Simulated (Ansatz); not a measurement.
# Direct or indirect: Bi2Se3 (R-3m)

```cif
data_structure
_symmetry_space_group_name_H-M 'R-3m:H'
_symmetry_Int_Tables_number 166
_cell_length_a 4.1430
_cell_length_b 4.1430
_cell_length_c 28.6360
_cell_angle_alpha 90.000
_cell_angle_beta 90.000
_cell_angle_gamma 120.000
_cell_volume 425.67
loop_
_atom_site_label
_atom_site_type_symbol
_atom_site_symmetry_multiplicity
_atom_site_Wyckoff_symbol
_atom_site_fract_x
_atom_site_fract_y
_atom_site_fract_z
_atom_site_occupancy
Bi1 Bi 6 c 0.66667 0.33333 0.93253 1
Se1 Se 6 c 0.00000 0.00000 0.78830 1
Se2 Se 3 a 0.00000 0.00000 0.00000 1
```

Method: Ansatz, PBE, independent particles, without spin-orbit coupling, line width 0.1 eV (Gaussian). The band structure gives a fundamental gap of 0.22 eV. The spectrum of vertical transitions near the edge:

| E (eV) | Im ε, E ∥ xy | Im ε, E ∥ z |
| --- | --- | --- |
| 0.00 | 0.00 | 0.00 |
| 0.12 | 0.00 | 0.08 |
| 0.24 | 0.04 | 0.61 |
| 0.36 | 0.24 | 1.04 |
| 0.48 | 0.62 | 1.04 |
| 0.60 | 1.12 | 1.05 |
| 0.72 | 1.79 | 1.18 |
| 0.84 | 2.61 | 1.46 |
| 0.96 | 3.60 | 2.01 |
| 1.08 | 3.90 | 3.42 |
| 1.20 | 4.34 | 6.31 |
| 1.32 | 5.35 | 8.55 |
| 1.44 | 8.39 | 11.63 |
| 1.56 | 13.86 | 12.40 |
| 1.68 | 20.30 | 11.96 |
| 1.80 | 27.70 | 12.58 |
| 1.92 | 36.98 | 15.91 |

Problem. Is the gap direct or indirect, and about where do vertical transitions set in?

Solution. Direct: the band path has its least direct gap at the fundamental one, 0.22 eV, and the curves rise from there. Lines are broadened by 0.1 eV, which spreads the edge. Along the first axis the transitions at the gap are weak, so the curve there climbs slowly.

[Logs are printed without paths, hosts, clocks, repeated set-up lines and the standing remarks that a program may print on its own settings, such as how far it seeks lower states.]
